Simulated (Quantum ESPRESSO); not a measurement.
# Voltage at the next charge: Al(100), 5 layers against an electrode

How the rows were computed: Quantum ESPRESSO 7.5, LDA, GBRV ultrasoft; ESM with bc3, a metal electrode 7.00 Å above the top atoms; cell area 8.201 Å²; ions fixed. V is the potential energy of an electron at the electrode over the slab's Fermi level, divided by e, so that it equals the work function at zero charge; positive charge removes electrons.

```tsv
charge (e a cell)	V (V)
0	4.352
0.0123	5.812
0.0246	7.285
```

**Question.** What is V at a charge of 0.0492 e, and what capacitance do the rows imply?

By hand: The last two rows give dV/dq = (7.285 − 5.812)/(0.0246 − 0.0123) = 119.8 V/e, so C = 1602/(8.201 × 119.8) = 1.63 µF/cm², an effective gap of 8.854/1.63 = 5.43 Å. At constant C, V = 7.285 + 119.8 × 0.0246 = 10.23 V.

What the calculation gave: V = 10.266 V; the estimate misses by −0.04 V, 1.2 % of the step. Over the three intervals C goes 1.65, 1.63 and 1.61 µF/cm².

Caveats: Vacuum fills the gap; a dielectric or electrolyte would change C. The slab is thin.

[Logs are printed without paths, hosts, clocks, repeated set-up lines and the standing remarks that a program may print on its own settings, such as how far it seeks lower states.]
